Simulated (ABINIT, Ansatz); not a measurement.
```
! title: KHF2 (I4/mcm): G0W0 with ABINIT, start to end
! method: RPA screening on PBEsol, plane waves, norm-conserving pseudopotentials (and 2 further levels or steps)
! program: ABINIT 10.8.3
! settings: cutoff 36 Ha, PseudoDojo scalar-relativistic 0.4.1 standard, norm-conserving, ngkpt (2, 2, 2), nband 77, ecuteps 3.6 Ha, inclvkb 2, shiftk (0, 0, 0), symchi 1, awtr 1, frequency ppm, 2×2×2 k-mesh
! cost: 5 runs, 3.7 min in all on 4 MPI ranks of Intel Xeon 6975P-C (Granite Rapids), shared host
! notes: The cell and positions come from the Crystallography Open Database and are kept as given unless a step says otherwise. The 2×2×2 mesh is coarse for this cell, which bears on the long-range parts of exchange and screening.
! PBEsol gap: 7.02 eV, indirect
! G0W0 gap on the mesh: 11.08 eV
! GW settings: 2×2×2 mesh, 77 bands, screening to 98 eV, Godby-Needs plasmon pole
! known limits: short of the basis limit; coarse k mesh
CELL_PARAMETERS angstrom
-2.83500 2.83500 3.40500
2.83500 -2.83500 3.40500
2.83500 2.83500 -3.40500
ATOMIC_POSITIONS crystal
K 0.25000 0.25000 0.00000
K 0.75000 0.75000 0.00000
H 0.50000 0.00000 0.50000
H 0.00000 0.50000 0.50000
F 0.64080 0.14080 0.78160
F 0.14080 0.35920 0.50000
F 0.35920 0.85920 0.21840
F 0.85920 0.64080 0.50000
```

[Long decimals in the printed logs are rounded to 6 places.]

[Logs are printed without paths, hosts, clocks, repeated set-up lines and the standing remarks that a program may print on its own settings, such as how far it seeks lower states.]

[Paths, hosts, dates, memory and timing lines, banners, echoed tables and standing remarks are left out of the program output; an Ansatz launch command may be rebuilt from the run's recorded settings. Measured values are a selection of at most five: reports struck by readers or far from the other reports are left out. None is set beside runs whose start may be inverted or whose files or cutoffs have a known fault.]

[Runs of the session that timed out or met a known fault of the program may be left out.]

[Hosts, paths, dates, database ids (printed as entryN), source tags and the programs' standing remarks are cut or masked in the printed files.]

[G0W0 gaps are taken among the corrected bands and points alone; a level outside them can change the order at an edge.]

[Where Ansatz stands beside ABINIT at settings called matched, ABINIT's density can come from a denser mesh and the files from another edition; pairs whose starting gaps differed by over 0.03 eV were left out, so agreement reads better than it is.]
